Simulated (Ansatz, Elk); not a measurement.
# Bonding as seen by X-rays: Ca2La

The structure of Ca2La used here is made up (a known structure type with other elements) and was relaxed beforehand with PBE. The aim is the Fourier transform of its all-electron density, F(hkl), set beside the sum over free spherical atoms that refinements use.

Method: DFT, PBE, all-electron APW+lo, Dirac cores, scalar-relativistic bands, static density, no spin, in Elk 11.2.3 (patched build).

The structure was built from a prototype and need not be the compound's stable phase.

**1. The starting structure**

Symmetry: P6/mmm, No. 191, hexagonal system. Conventional cell: a = 6.163 Å, b = 6.163 Å, c = 3.651 Å, α = 90.00°, β = 90.00°, γ = 120.00°. Nearest to La lie 2 La at 3.65 Å and 12 Ca at 4.00 Å. Nearest to Ca lie 5 Ca at 3.56 to 3.65 Å and 6 La at 4.00 Å. Farther neighbours are not listed.

**2. Ground state and structure factors**

An all-electron density is needed, since X-rays see the cores too. Task 0 finds the density and task 195 Fourier-transforms it; tshift is off so that phases refer to the origin typed.

The input, elk.in:

```
tasks
  0
  195

xctype
  20

spinpol
  .false.

rgkmax
  7.0

gmaxvr
  14.0

lmaxo
  7

lmaxapw
  8

swidth
  0.002

tshift
  .false.

hmaxvr
  5.5

maxscl
  120

epspot
  1e-06

sppath
  './'

avec
  11.64577970889 0.00000000000 0.00000000000
  -5.82288985445 10.08554107478 0.00000000000
  0.00000000000 0.00000000000 6.89990391479

atoms
  2
  'La.in'
  1
  -0.0000000000 -0.0000000000 0.0000000000   0.000000 0.000000 0.000000
  'Ca.in'
  2
  0.6666666667 0.3333333333 0.5000000000   0.000000 0.000000 0.000000
  0.3333333333 0.6666666667 0.5000000000   0.000000 0.000000 0.000000

ngridk
  4 4 6
```

Launch:

```bash
$ OMP_NUM_THREADS=4 elk
```

Numbers of over 12 decimals in the logs are rounded to 6 here.

The log of the run:

```text
┌─────────────────────────┐
│ Elk code version 11.2.3 │
└─────────────────────────┘

All units are atomic (Hartree, Bohr, etc.)

┌─────────────────────────────────────────────────┐
│ Ground-state run starting from atomic densities │
└─────────────────────────────────────────────────┘

Lattice vectors :
   11.64577971       0.000000000       0.000000000
  -5.822889854       10.08554107       0.000000000
   0.000000000       0.000000000       6.899903915

Reciprocal lattice vectors :
  0.5395246574      0.3114947062      -0.000000000
   0.000000000      0.6229894123       0.000000000
   0.000000000      -0.000000000      0.9106192470

Unit cell volume      :    810.4212427
Brillouin zone volume :   0.3060756559

Muffin-tin inner radius fraction :   0.1000000000E-01

Nuclei treated as point charges

Species : 1 (La)
 parameters loaded from : La.in
 name : lanthanum
 nuclear charge    :   -57.00000000
 electronic charge :    57.00000000
 atomic mass :    253209.2366
 muffin-tin radius :    2.800000000
 number of radial points in muffin-tin :   1393
 inner part over the whole radius :   0.9924947902E-02
 number on inner part of muffin-tin    :    996
 approximate nuclear radius :   0.9226798129E-04
 number of mesh points to nuclear radius :    505
 atomic positions (lattice), magnetic fields (Cartesian) :
  1 :   0.00000000  0.00000000  0.00000000    0.00000000  0.00000000  0.00000000

Species : 2 (Ca)
 parameters loaded from : Ca.in
 name : calcium
 nuclear charge    :   -20.00000000
 electronic charge :    20.00000000
 atomic mass :    73057.72475
 muffin-tin radius :    2.400000000
 number of radial points in muffin-tin :    993
 inner part over the whole radius :   0.9970789793E-02
 number on inner part of muffin-tin    :    698
 approximate nuclear radius :   0.6614485811E-04
 number of mesh points to nuclear radius :    321
 atomic positions (lattice), magnetic fields (Cartesian) :
  1 :  -0.33333333  0.33333333  0.50000000    0.00000000  0.00000000  0.00000000
  2 :   0.33333333 -0.33333333  0.50000000    0.00000000  0.00000000  0.00000000

Total number of atoms per unit cell :    3
Total muffin-tin volume :    207.7639942
 ratio of muffin-tin to unit cell volume :   0.2563654347

Spin treatment :
 spin-unpolarised

Number of Bravais lattice symmetries :   24
Number of crystal symmetries         :   24
Crystal has inversion symmetry
Real symmetric eigensolver will be used

k-point grid :      4     4     6
k-point offset :    0.000000000       0.000000000       0.000000000
k-point set is reduced with full crystal symmetry group
Total number of k-points :       16

Muffin-tin radius times maximum |G+k| :    7.000000000
 using average radius
Maximum |G+k| for APW functions       :    2.763157895
Maximum (1/2)|G+k|²                   :    3.817520776
Maximum |G| for potential and density :    14.00000000
Constant for pseudocharge density :   10
 order of it for each species :   17  17
 order of it for pair densities of each species (exact exchange by exxq0 0: 18) :   12   8
Radial integration step length :    1

G-vector grid sizes :     54    54    32
Number of G-vectors :    37543

Maximum angular momentum used for
 APW functions            :    8
 outer part of muffin-tin :    7
 inner part of muffin-tin :    2

Total nuclear charge    :   -97.00000000
Total core charge       :    66.00000000
Total valence charge    :    31.00000000
Total excess charge     :    0.000000000
Total electronic charge :    97.00000000

Effective Wigner radius, rₛ :    1.258780938

Number of empty states         :     12
Total number of valence states :     28
Total number of core states    :     66

Third-order local-orbitals added for an l without core states : T
Total number of local-orbitals :     29

Exchange-correlation functional :     20     0     0
 Perdew-Burke-Ernzerhof, Phys. Rev. Lett. 77, 3865 (1996)
 gradient requirement :    1
 generalised gradient approximation (GGA)

Smearing type :    3
 Fermi-Dirac
Smearing width :   0.2000000000E-02
[...]
exchange                    :     -271.72924290151
 correlation                 :     -4.764678
 electron entropic           :    -0.16740408499751E-02
 total energy                :     -9859.3366910534

Density of states at Fermi energy :    129.2474115
 (states/Hartree/unit cell)

Estimated indirect band gap :   0.1834695946E-02
 from k-point 6 to k-point 12
Estimated direct band gap   :   0.1108747701E-01
 at k-point 6

Charges :
 core                        :    66.00000000
 valence                     :    31.00000000
 interstitial                :    6.116235032
 muffin-tins (core leakage)
  species : 1 (La)
   atom 1                    :    54.65935685     (  0.2200880351E-03)
  species : 2 (Ca)
   atom 1                    :    18.11220406     ( -0.1989872054E-06)
   atom 2                    :    18.11220406     ( -0.1989872054E-06)
 total in muffin-tins        :    90.88376497
 total calculated charge     :    96.99982442
 total charge                :    97.00000000
 error                       :   0.1755826381E-03

RMS change in Kohn-Sham potential (target) :   0.2429947963     (  0.1000000000E-05)
Absolute change in total energy (target)   :   0.3752520623     (  0.1000000000E-03)

[... loops 3 to 13 left out ...]

┌──────────────────┐
│ Loop number : 14 │
└──────────────────┘

Energies :
 Fermi                       :     0.167679
 sum of occupied eigenvalues :     -6046.5971953956
 electron kinetic            :      10464.968466041
 core electron kinetic       :      10321.644309105
 Coulomb                     :     -20047.033768945
 Coulomb potential           :     -16151.453973056
 nuclear-nuclear             :     -795.18099001256
 electron-nuclear            :     -22364.447070054
 Hartree                     :      3112.5942911219
 Madelung                    :     -11971.306782416
 xc potential                :     -360.11168838073
 exchange                    :     -271.61194620478
 correlation                 :     -4.762856
 electron entropic           :    -0.17157843892628E-02
 total energy                :     -9858.4418205660

Density of states at Fermi energy :    132.3698236
 (states/Hartree/unit cell)

Estimated indirect band gap :   0.2216152254E-02
 from k-point 5 to k-point 10
Estimated direct band gap   :   0.4026130414E-02
 at k-point 14

Charges :
 core                        :    66.00000000
 valence                     :    31.00000000
 interstitial                :    6.228205940
 muffin-tins (core leakage)
  species : 1 (La)
[...]
species : 2 (Ca)
[...]
total in muffin-tins        :    90.77179406
 total calculated charge     :    96.99982987
 total charge                :    97.00000000
 error                       :   0.1701269774E-03

RMS change in Kohn-Sham potential (target) :   0.7287996360E-06 (  0.1000000000E-05)
Absolute change in total energy (target)   :   0.1828901077E-05 (  0.1000000000E-03)

Convergence targets achieved

┌──────────────────┐
│ Loop number : 15 │
└──────────────────┘

Energies :
 Fermi                       :     0.167679
 sum of occupied eigenvalues :     -6046.5972008310
 electron kinetic            :      10464.968474325
 core electron kinetic       :      10321.644315509
 Coulomb                     :     -20047.033780735
 Coulomb potential           :     -16151.453959046
 nuclear-nuclear             :     -795.18099001256
 electron-nuclear            :     -22364.447108303
 Hartree                     :      3112.5943175809
 Madelung                    :     -11971.306801212
 xc potential                :     -360.11171610968
 exchange                    :     -271.61194663806
 correlation                 :     -4.762856
 electron entropic           :    -0.17157847612096E-02
 total energy                :     -9858.4418245242

Density of states at Fermi energy :    132.3699156
 (states/Hartree/unit cell)

Estimated indirect band gap :   0.2216213168E-02
 from k-point 5 to k-point 10
Estimated direct band gap   :   0.4026125381E-02
 at k-point 14

Charges :
 core                        :    66.00000000
 valence                     :    31.00000000
 interstitial                :    6.228205492
 muffin-tins (core leakage)
  species : 1 (La)
   atom 1                    :    54.52059250     (  0.2163795934E-03)
  species : 2 (Ca)
   atom 1                    :    18.12560101     ( -0.1987956608E-06)
   atom 2                    :    18.12560101     ( -0.1987956608E-06)
 total in muffin-tins        :    90.77179451
 total calculated charge     :    96.99982987
 total charge                :    97.00000000
 error                       :   0.1701264969E-03

┌──────────────────────────────┐
│ Self-consistent loop stopped │
└──────────────────────────────┘

Warning : core states of species 1 leak from the muffin-tin :   0.2163795934E-03

Wrote STATE.OUT
```

Elapsed: 21 s, on 4 threads of Arm Neoverse V1, shared host; peak memory 0.18 GiB; 38 s of CPU time.

SFACRHO.OUT:

```text

h k l indices transformed by vhmat matrix:
   1.000000000       0.000000000       0.000000000    
   0.000000000       1.000000000       0.000000000    
   0.000000000       0.000000000       1.000000000    

      h      k      l  multipl.   |H|            Re(F)            Im(F)           |F|

      0      0      0      1   0.0000000       97.000000      0.12070855E-16   97.000000    
      1      0      0      6  0.62298941       34.999677      0.28117135E-14   34.999677    
      0      0     -1      2  0.91061925       16.991032     -0.38143911E-14   16.991032    
     -1     -1      0      6   1.0790493       78.436081      0.73441149E-14   78.436081    
      1     -1      1     12   1.1033328       62.680826     -0.28117135E-14   62.680826    
      0      2      0      6   1.2459788       31.388156      0.56234270E-14   31.388156    
     -1     -1      1     12   1.4119401       16.405848     -0.28743873E-14   16.405848    
     -2      2     -1     12   1.5432727       56.749877      -0.0000000       56.749877    
      3     -2      0     12   1.6482751       29.135121      0.11246854E-13   29.135121    
      0      0     -2      2   1.8212385       65.409937      0.64588469E-14   65.409937    
      3      0      0      6   1.8689682       64.655725     -0.21853075E-13   64.655725    
      2     -3      1     24   1.8830927       52.325657     -0.12652711E-13   52.325657    
     -1      1      2     12   1.9248443       27.801302      0.28117135E-14   27.801302    
     -3      0     -1     12   2.0790069       15.689768     -0.33110655E-13   15.689768    
      1      1     -2     12   2.1168980       60.856263     -0.45291688E-14   60.856263    
      4     -2      0      6   2.1580986       60.201479     -0.19711561E-13   60.201479    
      2     -2      2     12   2.2066656       26.577917      0.42175703E-14   26.577917    
      1     -4      0     12   2.2462203       26.379379      -0.0000000       26.379379
```

Elk indexes on the primitive cell of elk.in and gives |H| = 4π sin θ/λ in inverse bohr. Below, one row stands for each form hkl of the conventional cell (m members, Friedel mates merged), F is for one primitive cell and the density is static (no thermal factor). Free-atom factors are Waasmaier and Kirfel's, and R is Σm||F|−|F'||/Σm|F|.

```csv
hkl,m,sin θ/λ (Å⁻¹),"abs F, DFT",neutral atoms,diff.
100,6,0.094,35.000,34.868,+0.131
001,2,0.137,16.991,17.171,-0.180
110,6,0.162,78.436,78.434,+0.002
101,12,0.166,62.681,62.721,-0.041
200,6,0.187,31.388,31.393,-0.005
111,12,0.212,16.406,16.490,-0.084
201,12,0.232,56.750,56.603,+0.146
210,12,0.248,29.135,29.175,-0.040
002,2,0.274,65.410,65.346,+0.064
300,6,0.281,64.656,64.576,+0.080
211,24,0.283,52.326,52.234,+0.091
102,12,0.289,27.801,27.804,-0.003
301,12,0.313,15.690,15.695,-0.005
112,12,0.318,60.856,60.776,+0.080
```

**3. Results**

```
R against neutral atoms, sin θ/λ < 0.3 Å⁻¹ : 0.16 %
R against neutral atoms, 0.3 to 0.83 Å⁻¹   : 0.10 %
```

In words: Independent neutral atoms miss the calculated amplitudes by R = 0.16 % below 0.3 Å⁻¹ and 0.10 % from there to 0.83 Å⁻¹; by shells, 0.47 % below 0.15 Å⁻¹ (2 forms), 0.14 % 0.15 to 0.3 (10 forms), 0.05 % 0.3 to 0.45 (19 forms), 0.11 % above 0.45 (113 forms). Bonding, aspherical density and the tables' own atoms all enter these figures, and the runs don't part them. The largest change of an amplitude is -0.18 electrons, at 001. The basis has no finished test. The k-mesh has no finished test. Part of the difference isn't bonding: the tables are fits to free atoms and ions calculated by other methods than this functional. Thermal motion, anomalous dispersion and extinction are left out.

[Logs are printed without paths, hosts, clocks, repeated set-up lines and the standing remarks that a program may print on its own settings, such as how far it seeks lower states.]

[Hosts, paths, dates, database ids (printed as entryN), source tags and the programs' standing remarks are cut or masked in the printed files.]
